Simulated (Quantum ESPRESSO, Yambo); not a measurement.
**NaCl (Fm-3m): G0W0 in Yambo against the screening cutoff**

How does the gap of NaCl (Fm-3m) converge in the screening cutoff?

Method: PBE and many-body steps on it, plane waves, in Yambo 5.3.0.

This is a report of a sequence of runs, with most program output left out.

The database entry behind the starting cell differs from later determinations by our own check (an axis about 0.4 % short against later determinations), so it need not match the best structure at ambient conditions.

## 1. Starting point

It takes space group Fm-3m (No. 225, cubic). The conventional cell has a = 5.620 Å, b = 5.620 Å, c = 5.620 Å, α = 90.00°, β = 90.00°, γ = 90.00°. Nearest to Na lie 6 Cl at 2.81 Å. Nearest to Cl lie 6 Na at 2.81 Å. Farther neighbours and most contacts between anions are not listed.

Coordinates:

```cif
data_structure
_symmetry_space_group_name_H-M 'P 1'
_symmetry_Int_Tables_number 1
_cell_length_a 3.9739
_cell_length_b 3.9739
_cell_length_c 3.9739
_cell_angle_alpha 60.000
_cell_angle_beta 60.000
_cell_angle_gamma 60.000
_cell_volume 44.38
loop_
_atom_site_label
_atom_site_type_symbol
_atom_site_fract_x
_atom_site_fract_y
_atom_site_fract_z
_atom_site_occupancy
Na1 Na 0.00000 0.00000 0.00000 1
Cl2 Cl 0.50000 0.50000 0.50000 1
```

The cell and positions come from the Crystallography Open Database and are kept as given unless a step says otherwise.

## 2. 3.25 Ha

This step: Yambo 5.3.0; G0W0 on PBE, plane waves, norm-conserving pseudopotentials.

Now the one-shot GW correction: screening in the RPA, then the self-energy of the levels asked for.

The input, gw7.in:

```
HF_and_locXC
gw0
dyson
ppa
em1d
rim_cut
RandQpts= 1000000
RandGvec= 1 RL
EXXRLvcs= 76 Ry
VXCRLvcs= 304 Ry
Chimod= "HARTREE"
% BndsRnXp
 1 | 140 |
%
NGsBlkXp= 6.5 Ry
% LongDrXp
 1 | 1 | 1 |
%
% GbndRnge
 1 | 140 |
%
DysSolver= "n"
ExtendOut
PPAPntXp= 27.21138 eV
% QPkrange
 1 | 1 | 7 | 10 |
%
```

Launch:

```
> OMP_NUM_THREADS=1 mpirun -n 4 yambo -F gw7.in -J gw7 -C gw7 > gw7.log
```

Run time: 39 s. Hardware: 4 MPI ranks of Arm Neoverse V1, shared host; peak memory 1.6 GiB.

Numbers from this step:

- G0W0 gap on the points computed: 7.938 eV
- starting gap on the mesh: 5.150 eV
- k of the valence top: 0, 0, 0
- k of the conduction bottom: 0, 0, 0
- least direct G0W0 gap on the computed points: 7.938 eV
- Z at the valence top: 0.8200
- Z at the conduction bottom: 0.8693

The gap on the mesh goes from 5.15 eV to 7.94 eV, a correction of +2.79 eV.

## 3. 5.25 Ha

The input, gw8.in:

```
HF_and_locXC
gw0
dyson
ppa
em1d
rim_cut
RandQpts= 1000000
RandGvec= 1 RL
EXXRLvcs= 76 Ry
VXCRLvcs= 304 Ry
Chimod= "HARTREE"
% BndsRnXp
 1 | 140 |
%
NGsBlkXp= 10.5 Ry
% LongDrXp
 1 | 1 | 1 |
%
% GbndRnge
 1 | 140 |
%
DysSolver= "n"
ExtendOut
PPAPntXp= 27.21138 eV
% QPkrange
 1 | 1 | 7 | 10 |
%
```

Launch:

```
> OMP_NUM_THREADS=1 mpirun -n 4 yambo -F gw8.in -J gw8 -C gw8 > gw8.log
```

Elapsed: 54 s, on 4 MPI ranks; peak memory 1.6 GiB.

Numbers from this step:

| Property | Result |
| --- | --- |
| G0W0 gap on the points computed | 8.066 eV |
| starting gap on the mesh | 5.150 eV |
| k of the valence top | 0, 0, 0 |
| k of the conduction bottom | 0, 0, 0 |
| least direct G0W0 gap on the computed points | 8.066 eV |
| Z at the valence top | 0.8156 |
| Z at the conduction bottom | 0.8681 |

Against the run before, the gap moves by +0.127 eV.

## 4. 10.5 Ha

The input, gw9.in:

```
HF_and_locXC
gw0
dyson
ppa
em1d
rim_cut
RandQpts= 1000000
RandGvec= 1 RL
EXXRLvcs= 76 Ry
VXCRLvcs= 304 Ry
Chimod= "HARTREE"
% BndsRnXp
 1 | 140 |
%
NGsBlkXp= 21 Ry
% LongDrXp
 1 | 1 | 1 |
%
% GbndRnge
 1 | 140 |
%
DysSolver= "n"
ExtendOut
PPAPntXp= 27.21138 eV
% QPkrange
 1 | 1 | 7 | 10 |
%
```

Launch:

```
> OMP_NUM_THREADS=1 mpirun -n 4 yambo -F gw9.in -J gw9 -C gw9 > gw9.log
```

The job ended after 3.9 min (4 MPI ranks; peak memory 1.6 GiB).

This step gave:

| Property | Result |
| --- | --- |
| G0W0 gap on the points computed | 8.103 eV |
| starting gap on the mesh | 5.150 eV |
| k of the valence top | 0, 0, 0 |
| k of the conduction bottom | 0, 0, 0 |
| least direct G0W0 gap on the computed points | 8.103 eV |

Against the run before, the gap moves by +0.037 eV.

## 5. 13 Ha

The input, gw10.in:

```
HF_and_locXC
gw0
dyson
ppa
em1d
rim_cut
RandQpts= 1000000
RandGvec= 1 RL
EXXRLvcs= 76 Ry
VXCRLvcs= 304 Ry
Chimod= "HARTREE"
% BndsRnXp
 1 | 140 |
%
NGsBlkXp= 26 Ry
% LongDrXp
 1 | 1 | 1 |
%
% GbndRnge
 1 | 140 |
%
DysSolver= "n"
ExtendOut
PPAPntXp= 27.21138 eV
% QPkrange
 1 | 1 | 7 | 10 |
%
```

Launch:

```
> OMP_NUM_THREADS=1 mpirun -n 4 yambo -F gw10.in -J gw10 -C gw10 > gw10.log
```

Wall time 6.1 min (4 MPI ranks); peak memory 1.6 GiB.

This step gave:

```yaml
g0w0_gap_on_the_points_computed: 8.108 eV
starting_gap_on_the_mesh: 5.150 eV
k_of_the_valence_top: 0, 0, 0
k_of_the_conduction_bottom: 0, 0, 0
least_direct_g0w0_gap_on_the_computed_points: 8.108 eV
```

Against the run before, the gap moves by +0.005 eV.

## 6. 16.25 Ha

The input, gw11.in:

```
HF_and_locXC
gw0
dyson
ppa
em1d
rim_cut
RandQpts= 1000000
RandGvec= 1 RL
EXXRLvcs= 76 Ry
VXCRLvcs= 304 Ry
Chimod= "HARTREE"
% BndsRnXp
 1 | 140 |
%
NGsBlkXp= 32.5 Ry
% LongDrXp
 1 | 1 | 1 |
%
% GbndRnge
 1 | 140 |
%
DysSolver= "n"
ExtendOut
PPAPntXp= 27.21138 eV
% QPkrange
 1 | 1 | 7 | 10 |
%
```

Launch:

```
> OMP_NUM_THREADS=1 mpirun -n 4 yambo -F gw11.in -J gw11 -C gw11 > gw11.log
```

Elapsed: 10 min, on 4 MPI ranks; peak memory 1.8 GiB; 41 min of CPU time.

This step gave:

```yaml
g0w0_gap_on_the_points_computed: 8.112 eV
starting_gap_on_the_mesh: 5.150 eV
k_of_the_valence_top: 0, 0, 0
k_of_the_conduction_bottom: 0, 0, 0
least_direct_g0w0_gap_on_the_computed_points: 8.112 eV
```

Against the run before, the gap moves by +0.004 eV.

## 7. Side by side

Times are wall times on 4 MPI ranks of Arm Neoverse V1, shared host, good to a factor of about two.

```
     run   mesh  bands  screening cutoff (eV)  DFT gap (eV)  gap on the mesh (eV)  direct (eV)     time
 3.25 Ha  4×4×4    140                   88.4         5.150                 7.938        7.938     39 s
 5.25 Ha  4×4×4    140                  142.9         5.150                 8.066        8.066     54 s
 10.5 Ha  4×4×4    140                  285.7         5.150                 8.103        8.103  3.9 min
   13 Ha  4×4×4    140                  353.7         5.150                 8.108        8.108  6.1 min
16.25 Ha  4×4×4    140                  442.2         5.150                 8.112        8.112   10 min
```

## 8. Results

```
3.25 Ha      : 7.938 eV
5.25 Ha      : 8.066 eV
10.5 Ha      : 8.103 eV
13 Ha        : 8.108 eV
16.25 Ha     : 8.112 eV
known limits : not at the basis limit; coarse k mesh
```

In words: The setting moved: screening cutoff. From 3.25 Ha to 16.25 Ha the gap moves by +0.17 eV, for 16 times the time. It holds to 0.03 eV from 10.5 Ha on. Bands and screening cutoff are coupled, so a series along one setting does not show full convergence. Bands and cutoff are finite, so the gap is not at the basis limit. The miss can reach some tenths of an eV and take either sign; the mesh is an error of its own. In the G0W0 runs levels were corrected at 1 k point alone, so a gap called «on the mesh» is the least over those, and an edge elsewhere would be missed. The 4×4×4 mesh is coarse for this cell, which bears on the long-range parts of exchange and screening.

[Paths, hosts, dates, memory and timing lines, banners, echoed tables and standing remarks are left out of the program output.]

[Logs are printed without paths, hosts, clocks, repeated set-up lines and the standing remarks that a program may print on its own settings, such as how far it seeks lower states.]

[Runs of the session that timed out or met a known fault of the program may be left out.]

[Hosts, paths, dates, database ids (printed as entryN), source tags and the programs' standing remarks are cut or masked in the printed files.]
